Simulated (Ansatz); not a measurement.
## LaBeSi, from a guessed structure to a relaxed one

This structure for LaBeSi is made up. Its elements were placed in a known structure type with a cell scaled to their sizes. What cell does the guess relax to, and how far off was it?

Calculated with Ansatz 0.2.0; DFT, PBEsol, plane-wave PAW, files of the set soft_1, scalar-relativistic, no spin, cell and ions relaxed at zero pressure; PAW set soft_1, in the first sound run; inputs show where later runs differ.

## Step 1: Starting point

Symmetry: P4/nmm, No. 129, tetragonal system. Conventional cell: a = 4.010 Å, b = 4.010 Å, c = 7.346 Å, α = 90.00°, β = 90.00°, γ = 90.00°. La has 4 Be at 3.00 Å and 5 Si at 3.04 to 3.36 Å nearest. Si has 4 Be at 2.30 Å and 5 La at 3.04 to 3.36 Å nearest. Be has 4 Si at 2.30 Å and 4 Be at 2.84 Å and 4 La at 3.00 Å nearest. Farther neighbours are not listed.

## Step 2: Relaxing cell and atoms

The guess takes its coordinates from another compound and its volume from a rule, so the cell and any free coordinates are relaxed together.

input.yaml reads:

```yaml
crystal:
  lattice:
    - [4.01, 0.0, 0.0]
    - [0.0, 4.01, 0.0]
    - [0.0, 0.0, 7.346]
  atoms:
    - { symbol: La, position: [0.5, 0.0, 0.6965] }
    - { symbol: La, position: [0.0, 0.5, 0.3035] }
    - { symbol: Si, position: [0.5, 0.0, 0.1534] }
    - { symbol: Si, position: [0.0, 0.5, 0.8466] }
    - { symbol: Be, position: [0.5, 0.5, 0.0] }
    - { symbol: Be, position: [0.0, 0.0, 0.0] }
kpoints:
  mp_grid: { grid: [7, 7, 4] }
scf:
  occupations: { method: fermi_dirac, width: 0.05 }
hamiltonian:
  xc: pbesol
  pseudopotentials: { kind: paw, azcp: { folder: soft_1 }, xc_functional: pbe }
relax:
  f_tol: 0.015
  max_steps: 70
  cell: {}
output:
  forces: true
  stress: true
```

Command:

```bash
ansatz run input.yaml --threads 4 --pin off --max-ram 10240MiB --backend cpu --events-out ev --progress --plain --runs-dir out
```

Numbers of over 12 decimals in the logs are rounded to 6 here.

The program printed:

```text
Engine: ansatz 0.2.0, aarch64-unknown-linux-gnu
Pseudopotentials: kind: paw
Pseudopotential: La, paw, valence charge 11, recommended cutoff 420 eV (normal), soft_1/La.paw.azcp
Pseudopotential: Si, paw, valence charge 4, recommended cutoff 420 eV (normal), soft_1/Si.paw.azcp
Pseudopotential: Be, paw, valence charge 2, recommended cutoff 420 eV (normal), soft_1/Be.paw.azcp
Functional definition: PBEsol
  exchange = pbesol_x
  correlation = pbesol_c
Crystal: 6 atoms, lattice volume = 118.124 Å³
Basis set: ecut = 420 eV, 2321 PW (Γ), exchange–correlation on 54×54×100 points (8 copies of the dense FFT grid, shifted against one another)
Bands: 23, of which v1, the nominal top of the filled ones, is band 17 counted from 1 (16 counted from 0)
Symmetry: 16 space group operations
Space group: P4/nmm (ITA 129), of the structure as read, at distance tolerance 4.9e-5 Å
k-points: 30 of 196
Non-local potential: La, projectors of the file, l = 0: 3, l = 1: 2, l = 2: 2, l = 3: 3
Non-local potential: Si, projectors of the file, l = 0: 2, l = 1: 2, l = 2: 1
Non-local potential: Be, projectors of the file, l = 0: 2, l = 1: 2, l = 2: 1
PAW form: soft (Blöchl's): semilocal exchange-correlation on the pseudo side does not see the compensation charge
PAW frozen core: La, regenerated for the run's functional, and the local potential with it (the file was generated under x = pbe(κ = 0.804, μ = 0.219515), c = pbe(β = 0.066725))
PAW frozen core: Si, regenerated for the run's functional, and the local potential with it (the file was generated under x = pbe(κ = 0.804, μ = 0.219515), c = pbe(β = 0.066725))
PAW frozen core: Be, regenerated for the run's functional, and the local potential with it (the file was generated under x = pbe(κ = 0.804, μ = 0.219515), c = pbe(β = 0.066725))
PAW one-centre angular grid: La, 590 points (default); XC on 64 Gauss nodes
PAW one-centre angular grid: Si, 110 points (default); XC on 64 Gauss nodes
PAW one-centre angular grid: Be, 110 points (default); XC on 64 Gauss nodes
Initial density: superposition of atomic densities (chi_scale 0.1, normalization cell, long waves kept (reshape's long-wave potential 0.08 eV rms))
Initial wavefunctions: pseudopotential atomic-orbital guess
Functional: x = pbesol(κ = 0.804, μ = 0.123457), c = pbesol(β = 0.046)
SCF iter   1: F=—  HF=-13749.322841 eV  |F-HF|=—  |Δ(HF+E_count)|=         —  Δρ=2.22e-2  dr2=9.32e-1  ethr=3.10e-3  ⟨swp⟩=8.5  Hψ=4261  notcnv=0
preconditioner: auto → Kerker (q_TF=auto, 2.217 Å⁻¹)  [metal: Δε(μ)=0.003 eV  Ē_g=10.185 eV  σ=0.050 eV  W_gap=0.01  n_scr=20 (ndim 8)  ℏωp=18.7 eV  f_vac=0.000  D(μ)=4.63/eV (n_scr^D=38)]
SCF iter   2: F=—  HF=-13749.142149 eV  |F-HF|=—  |Δ(HF+E_count)|=   1.81e-1  Δρ=1.36e-2  dr2=3.89e-1  ethr=2.74e-3  ⟨swp⟩=2.9  Hψ=1152  notcnv=0  defer=3
SCF iter   3: F=—  HF=-13749.032784 eV  |F-HF|=—  |Δ(HF+E_count)|=   1.09e-1  Δρ=1.73e-3  dr2=5.65e-3  ethr=1.14e-3  ⟨swp⟩=3.5  Hψ=1293  notcnv=0  defer=3
SCF iter   4: F=—  HF=-13749.031577 eV  |F-HF|=—  |Δ(HF+E_count)|=   1.21e-3  Δρ=5.12e-4  dr2=1.02e-3  ethr=1.66e-5  ⟨swp⟩=3.6  Hψ=1510  notcnv=0  defer=3
SCF iter   5: F=—  HF=-13749.031410 eV  |F-HF|=—  |Δ(HF+E_count)|=   1.67e-4  Δρ=1.20e-4  dr2=4.05e-5  ethr=3.00e-6  ⟨swp⟩=2.4  Hψ=923  notcnv=0  defer=3
SCF iter   6: F=—  HF=-13749.031449 eV  |F-HF|=—  |Δ(HF+E_count)|=   3.85e-5  Δρ=3.59e-5  dr2=3.23e-6  ethr=1.19e-7  ⟨swp⟩=2.1  Hψ=967  notcnv=0  defer=3
SCF iter   7: F=-13749.031448 eV  HF=-13749.031448 eV  |F-HF|=3.50e-8  |Δ(HF+E_count)|=   3.59e-7  Δρ=5.54e-6  dr2=6.42e-8  ethr=2.94e-10  ⟨swp⟩=3.5  Hψ=3100  notcnv=0
SCF 1 converged in 7 iterations: F = -13749.031448 eV  dr2 = 6.42e-8
  greatest PAW one-centre occupation: 0.971 electrons in one spin orbital (limit 2), on the La atom at site 1 (counted from 0), in its partial waves of l = 0
relax step   1: F+E_penalty+E_count = -13749.03144812 eV  Δ(F+E_penalty+E_count) = +0.000e0 eV  max|allowed force component| = 7.141e-1 eV/Å  Δτ_max = 0.0000 Å  P = +0.969 GPa  Ω = 118.124 Å³  (7 SCF iters, dr2 threshold 1.00e-7 eV, accepted)
Crystal: 6 atoms, lattice volume = 111.497 Å³
Basis set: ecut = 420 eV, 2183 PW (Γ), exchange–correlation on 54×54×100 points (8 copies of the dense FFT grid, shifted against one another)
Initial density: handed on by an earlier stage of this run
Initial wavefunctions: those handed on with the density
SCF iter   1: F=—  HF=-13749.634171 eV  |F-HF|=—  |Δ(HF+E_count)|=         —  Δρ=1.88e-2  dr2=3.32e0  ethr=3.10e-3  ⟨swp⟩=14.4  Hψ=5437  notcnv=0
preconditioner: auto → Kerker (q_TF=auto, 2.238 Å⁻¹)  [metal: Δε(μ)=0.034 eV  Ē_g=9.918 eV  σ=0.050 eV  W_gap=0.17  n_scr=20 (ndim 8)  ℏωp=19.3 eV  f_vac=0.000  D(μ)=4.31/eV (n_scr^D=36)]
SCF iter   2: F=—  HF=-13749.296284 eV  |F-HF|=—  |Δ(HF+E_count)|=   3.38e-1  Δρ=1.02e-2  dr2=1.00e0  ethr=3.10e-3  ⟨swp⟩=2.8  Hψ=1173  notcnv=0  defer=7
SCF iter   3: F=—  HF=-13749.171003 eV  |F-HF|=—  |Δ(HF+E_count)|=   1.25e-1  Δρ=1.74e-3  dr2=1.06e-2  ethr=2.95e-3  ⟨swp⟩=3.2  Hψ=1077  notcnv=0  defer=8
SCF iter   4: F=—  HF=-13749.170723 eV  |F-HF|=—  |Δ(HF+E_count)|=   2.80e-4  Δρ=5.36e-4  dr2=1.01e-3  ethr=3.13e-5  ⟨swp⟩=2.8  Hψ=1449  notcnv=0  defer=6
SCF iter   5: F=—  HF=-13749.170532 eV  |F-HF|=—  |Δ(HF+E_count)|=   1.91e-4  Δρ=1.05e-4  dr2=2.65e-5  ethr=2.97e-6  ⟨swp⟩=2.2  Hψ=1132  notcnv=0  defer=6
SCF iter   6: F=—  HF=-13749.170529 eV  |F-HF|=—  |Δ(HF+E_count)|=   3.20e-6  Δρ=3.23e-5  dr2=1.32e-6  ethr=7.80e-8  ⟨swp⟩=2.3  Hψ=1008  notcnv=0  defer=6
SCF iter   7: F=-13749.170529 eV  HF=-13749.170529 eV  |F-HF|=7.54e-8  |Δ(HF+E_count)|=   4.26e-8  Δρ=6.26e-6  dr2=1.04e-7  ethr=1.76e-9  ⟨swp⟩=5.0  Hψ=2733  notcnv=0
SCF 2 converged in 7 iterations: F = -13749.170529 eV  dr2 = 1.04e-7
  greatest PAW one-centre occupation: 0.970 electrons in one spin orbital (limit 2), on the La atom at site 1 (counted from 0), in its partial waves of l = 0
relax step   2: F+E_penalty+E_count = -13749.17052868 eV  Δ(F+E_penalty+E_count) = -1.391e-1 eV  max|allowed force component| = 4.128e-1 eV/Å  Δτ_max = 0.1947 Å  P = +1.635 GPa  Ω = 111.497 Å³  energy of the carried Pulay correction = +3.259e-4 eV  (7 SCF iters, dr2 threshold 6.00e-7 eV, accepted)
Crystal: 6 atoms, lattice volume = 113.481 Å³
Basis set: ecut = 420 eV, 2207 PW (Γ), exchange–correlation on 54×54×100 points (8 copies of the dense FFT grid, shifted against one another)
iter 1 solved again at ethr=2.14e-4 eV; its pass at ethr=3.10e-3 eV (dr2=7.28e-2 eV) is discarded
SCF iter   1: F=—  HF=-13749.255651 eV  |F-HF|=—  |Δ(HF+E_count)|=         —  Δρ=4.23e-3  dr2=7.26e-2  ethr=2.14e-4  ⟨swp⟩=1.5  Hψ=6887  notcnv=0
preconditioner: auto → Kerker (q_TF=auto, 2.232 Å⁻¹)  [metal: Δε(μ)=0.003 eV  Ē_g=9.960 eV  σ=0.050 eV  W_gap=0.01  n_scr=20 (ndim 8)  ℏωp=19.1 eV  f_vac=0.000  D(μ)=4.95/eV (n_scr^D=38)]
SCF iter   2: F=—  HF=-13749.245453 eV  |F-HF|=—  |Δ(HF+E_count)|=   1.02e-2  Δρ=2.46e-3  dr2=2.31e-2  ethr=2.14e-4  ⟨swp⟩=3.7  Hψ=1018  notcnv=0
SCF iter   3: F=—  HF=-13749.241954 eV  |F-HF|=—  |Δ(HF+E_count)|=   3.50e-3  Δρ=4.11e-4  dr2=6.74e-4  ethr=6.79e-5  ⟨swp⟩=2.7  Hψ=1096  notcnv=0
SCF iter   4: F=—  HF=-13749.241896 eV  |F-HF|=—  |Δ(HF+E_count)|=   5.79e-5  Δρ=1.55e-4  dr2=6.50e-5  ethr=1.98e-6  ⟨swp⟩=2.0  Hψ=1064  notcnv=0
SCF iter   5: F=—  HF=-13749.241867 eV  |F-HF|=—  |Δ(HF+E_count)|=   2.85e-5  Δρ=3.74e-5  dr2=2.16e-6  ethr=1.91e-7  ⟨swp⟩=2.4  Hψ=996  notcnv=0
SCF iter   6: F=-13749.241867 eV  HF=-13749.241867 eV  |F-HF|=2.93e-8  |Δ(HF+E_count)|=   3.26e-7  Δρ=8.29e-6  dr2=1.03e-7  ethr=1.76e-9  ⟨swp⟩=5.1  Hψ=2874  notcnv=0
SCF 3 converged in 6 iterations: F = -13749.241867 eV  dr2 = 1.03e-7
relax step   3: F+E_penalty+E_count = -13749.24186710 eV  Δ(F+E_penalty+E_count) = -7.134e-2 eV  max|allowed force component| = 2.796e-1 eV/Å  Δτ_max = 0.1202 Å  P = -0.142 GPa  Ω = 113.481 Å³  energy of the carried Pulay correction = +2.264e-4 eV  (6 SCF iters, dr2 threshold 6.00e-7 eV, accepted)
[...]
relax step   4: F+E_penalty+E_count = -13749.25935513 eV  Δ(F+E_penalty+E_count) = -1.749e-2 eV  max|allowed force component| = 4.883e-2 eV/Å  Δτ_max = 0.0559 Å  P = -0.947 GPa  Ω = 115.373 Å³  energy of the carried Pulay correction = +1.331e-4 eV  (6 SCF iters, dr2 threshold 6.00e-7 eV, accepted)
[...]
relax step   5: F+E_penalty+E_count = -13749.26914710 eV  Δ(F+E_penalty+E_count) = -9.792e-3 eV  max|allowed force component| = 7.703e-2 eV/Å  Δτ_max = 0.0096 Å  P = +0.201 GPa  Ω = 113.293 Å³  energy of the carried Pulay correction = +2.357e-4 eV  (5 SCF iters, dr2 threshold 6.00e-7 eV, accepted)
[...]
relax step   6: F+E_penalty+E_count = -13749.27129335 eV  Δ(F+E_penalty+E_count) = -2.146e-3 eV  max|allowed force component| = 6.513e-2 eV/Å  Δτ_max = 0.0120 Å  P = +0.379 GPa  Ω = 113.296 Å³  energy of the carried Pulay correction = +2.356e-4 eV  (6 SCF iters, dr2 threshold 6.00e-7 eV, accepted)
[...]
relax step   7: F+E_penalty+E_count = -13749.27213291 eV  Δ(F+E_penalty+E_count) = -8.396e-4 eV  max|allowed force component| = 1.605e-2 eV/Å  Δτ_max = 0.0093 Å  P = -0.145 GPa  Ω = 113.875 Å³  energy of the carried Pulay correction = +2.068e-4 eV  (5 SCF iters, dr2 threshold 5.17e-7 eV, accepted)
[...]
relax step   8: F+E_penalty+E_count = -13749.27226189 eV  Δ(F+E_penalty+E_count) = -1.290e-4 eV  max|allowed force component| = 2.840e-4 eV/Å  Δτ_max = 0.0022 Å  P = -0.001 GPa  Ω = 113.701 Å³  energy of the carried Pulay correction = +2.154e-4 eV  (5 SCF iters, dr2 threshold 6.92e-8 eV, accepted)
Basis set: ecut = 420 eV, 2223 PW (Γ), exchange–correlation on 60×60×96 points (8 copies of the dense FFT grid, shifted against one another)
Initial wavefunctions: pseudopotential atomic-orbital guess (no wavefunctions were taken with the density)
iter 1 solved again at ethr=1.42e-5 eV; its pass at ethr=3.10e-3 eV (dr2=4.84e-3 eV) is discarded
SCF iter   1: F=—  HF=-13749.272286 eV  |F-HF|=—  |Δ(HF+E_count)|=         —  Δρ=2.42e-5  dr2=7.92e-8  ethr=1.42e-5  ⟨swp⟩=2.1  Hψ=5727  notcnv=0
eigensolver tolerance schedule: the retry pair's looser diagonalisation over-reported the residual by 61034.91 of it (diagonalisation noise at an unbounded share of the residual, at the tolerance the schedule requests for it); recorded, not acted on — ethr = c·dr2/N_el stays at c = 1.0e-1
preconditioner: auto → Kerker (q_TF=auto, 2.231 Å⁻¹)  [metal: Δε(μ)=0.005 eV  Ē_g=10.009 eV  σ=0.050 eV  W_gap=0.02  n_scr=20 (ndim 8)  ℏωp=19.1 eV  f_vac=0.000  D(μ)=5.21/eV (n_scr^D=46)]
SCF iter   2: F=—  HF=-13749.272260 eV  |F-HF|=—  |Δ(HF+E_count)|=   2.52e-5  Δρ=1.30e-5  dr2=2.63e-8  ethr=2.33e-10  ⟨swp⟩=3.4  Hψ=1742  notcnv=0
SCF iter   3: F=—  HF=-13749.272260 eV  |F-HF|=—  |Δ(HF+E_count)|=   7.90e-8  Δρ=1.74e-6  dr2=1.88e-9  ethr=7.74e-11  ⟨swp⟩=2.1  Hψ=1201  notcnv=0
SCF iter   4: F=—  HF=-13749.272260 eV  |F-HF|=—  |Δ(HF+E_count)|=  4.27e-10  Δρ=4.23e-7  dr2=2.64e-10  ethr=5.53e-12  ⟨swp⟩=2.7  Hψ=1242  notcnv=0
SCF iter   5: F=-13749.272260 eV  HF=-13749.272260 eV  |F-HF|=3.64e-12  |Δ(HF+E_count)|=  3.46e-11  Δρ=9.79e-8  dr2=1.34e-11  ethr=1.00e-12  ⟨swp⟩=4.9  Hψ=2459  notcnv=0
SCF 9 converged in 5 iterations: F = -13749.272260 eV  dr2 = 1.34e-11
relax step   9: F+E_penalty+E_count = -13749.27226048 eV  Δ(F+E_penalty+E_count) = +1.417e-6 eV  max|allowed force component| = 3.542e-4 eV/Å  Δτ_max = 0.0000 Å  P = +0.001 GPa  Ω = 113.701 Å³  stress off target by 5.72e-3 GPa  SCF on the basis re-selected at this cell (its energy is not comparable with the rows above)  (5 SCF iters)
basis re-selected at this cell: Δ(F+E_penalty+E_count) = +1.417e-6 eV, ΔP = +0.001 GPa vs the last step (what re-selecting the basis moved, of the pressure what is left beyond the Pulay correction that the steps carried, after the strain that the cell walked since its last selection, with what the two solves' SCF thresholds leave and, on support functions, any second-order correction that the steps lacked; it is no measure of the basis error at this ecutwfc). The dense FFT grid was sized anew with the basis: this SCF ran on 30×30×48 points, the steps before it on 27×27×50, so part of this shift can come from that change (see relax.cell in the input reference). [rest of the remark cut]
SCF converged after 5 iterations
Free energy (F): -13749.272260 eV
Harris-Foulkes:  -13749.272260 eV  (|F-HF|=3.64e-12)
Internal energy: -13749.229441 eV  (E = F + TS)
E sigma→0 (E₀):  -13749.250851 eV
Entropy (-TS):   -0.042820 eV (-7.137 meV/atom)
Fermi energy:    10.807879 eV
--- Per-component energies (eV) ---
  E_band       = -22.956228
  E_kinetic    = 497.188838
  E_local      = -615.185160  (includes V_loc(G=0)·N_el)
  E_nonlocal   = 230.260963
  E_hartree    = 224.036463
  E_xc         = -438.086282
  E_vxc        = -429.250016  (∫ρ·V_xc dr)
  E_paw        = -11765.805123  (= ΣΔE_a)
  E_vpaw       = -154.043795  (= ΣTr[D̂ρ^β])
  E_aug_tail   = 0.000074  (compensation charges beyond the density's cutoff)
  E_ewald      = -1882.059469
  E_core_change = 0.420256  (= ΣΔE_core)
  E_smearing   = -0.042820  (= −TS)
  E_closure    = -0.000000  (closes the sum)
  Σ components = -13749.272260   (vs F -13749.272260, Δ=0.00e0)
--- Forces (eV/Å), atoms counted from 1 ---
  atom   1  La     0.00000000     0.00000000    -0.00035420
  atom   2  La     0.00000000     0.00000000     0.00035420
  atom   3  Si     0.00000000     0.00000000    -0.00022204
  atom   4  Si     0.00000000     0.00000000     0.00022204
  atom   5  Be     0.00000000     0.00000000    -0.00000000
  atom   6  Be     0.00000000     0.00000000     0.00000000
  max |Σ_I F_I| component: 1.30e-18 eV/Å
--- Stress (GPa, compression-positive) ---
        0.003685       0.000000       0.000000
        0.000000       0.003685       0.000000
        0.000000       0.000000      -0.005716
  P = ⅓ Tr σ = 0.0006 GPa (0.006 kbar)
--- Relaxed structure (8 steps of the walk, 8 accepted, 1 SCFs on fresh bases) ---
  F+E_penalty+E_count = -13749.27226048 eV   max|allowed force component| = 3.542e-4 eV/Å   (the final SCF, on the basis selected at the relaxed cell)
  cell:  # Å, volume = 113.7015 Å³
    - [4.108123, 0, 0.0]
    - [0, 4.108123, 0.0]
    - [0.0, 0.0, 6.737197]
  atoms:
    - { symbol: La, position: [0.500000, 0, 0.678751] }
    - { symbol: La, position: [0, 0.500000, 0.321249] }
    - { symbol: Si, position: [0.500000, 0, 0.185564] }
    - { symbol: Si, position: [0, 0.500000, 0.814436] }
    - { symbol: Be, position: [0.500000, 0.500000, 1.2987992265004674e-18] }
    - { symbol: Be, position: [0, 0, 1.2987992265004682e-18] }
```

Wall time 15 s (4 threads of Arm Neoverse V1, shared host); peak memory 0.45 GiB.

Relaxation path:

```
step  energy less that of the first step (eV)  largest force component (eV/Å)  pressure (GPa)  volume (Å³)
   1                                   0.0000                          0.7141            0.97       118.12
   2                                  -0.1391                          0.4128            1.63       111.50
   3                                  -0.2104                          0.2796           -0.14       113.48
   4                                  -0.2279                          0.0488           -0.95       115.37
   5                                  -0.2377                          0.0770            0.20       113.29
   6                                  -0.2398                          0.0651            0.38       113.30
   7                                  -0.2407                          0.0160           -0.14       113.87
   8                                  -0.2408                          0.0003            0.00       113.70
  9*                                  -0.2408                          0.0004            0.00       113.70
```

Relaxation steps marked * repeat the geometry before them on a plane-wave basis chosen anew for their cell, so energy and pressure can jump there.

Forces are held to the 16 operations that the run works with; a distortion that breaks them can't arise in this run.

```
conventional cell, symmetrised  before  after  change
                         a (Å)   4.010  4.108  +2.4 %
                         b (Å)   4.010  4.108  +2.4 %
                         c (Å)   7.346  6.737  -8.3 %
              volume (Å³/atom)   19.69  18.95  -3.7 %
```

The atoms that moved most (Å, as changes of fractional coordinates times the final cell):

| atom | dx | dy | dz | length |
| --- | --- | --- | --- | --- |
| Si3 | 0.000 | 0.000 | 0.217 | 0.217 |
| Si4 | 0.000 | 0.000 | -0.217 | 0.217 |
| La1 | 0.000 | 0.000 | -0.120 | 0.120 |
| La2 | 0.000 | 0.000 | 0.120 | 0.120 |

Final coordinates:

```xyz
6
Lattice="4.1081 0.0000 0.0000 0.0000 4.1081 0.0000 0.0000 0.0000 6.7372" Properties=species:S:1:pos:R:3 pbc="T T T"
La    2.0541    0.0000    4.5729
La    0.0000    2.0541    2.1643
Si    2.0541    0.0000    1.2502
Si    0.0000    2.0541    5.4870
Be    2.0541    2.0541    0.0000
Be    0.0000    0.0000    0.0000
```

This step gave:

| Item | Value |
| --- | --- |
| free energy | -13749.2723 eV |
| energy at zero smearing | -13749.2509 eV |
| smearing term TS | 0.04282 eV |
| Fermi energy | 10.81 eV |
| electrons | 34 |
| symmetry operations | 16 |
| pressure | 5.51e-4 GPa |

Shortest distances by pair of elements, guess and relaxed (not always the same contact):

```csv
pair,guess (Å),relaxed (Å)
Be–Si,2.300,2.405
Be–Be,2.835,2.905
Be–La,2.998,2.984
La–Si,3.042,3.045
La–La,4.010,3.774
```

The relaxation ends with a largest force component of 3.5e-4 eV/Å and a pressure of 0.00 GPa.

[end of part 1 of 2]

[Logs are printed without paths, hosts, clocks, repeated set-up lines and the standing remarks that a program may print on its own settings, such as how far it seeks lower states.]

[Hosts, paths, dates, database ids (printed as entryN), source tags and the programs' standing remarks are cut or masked in the printed files.]
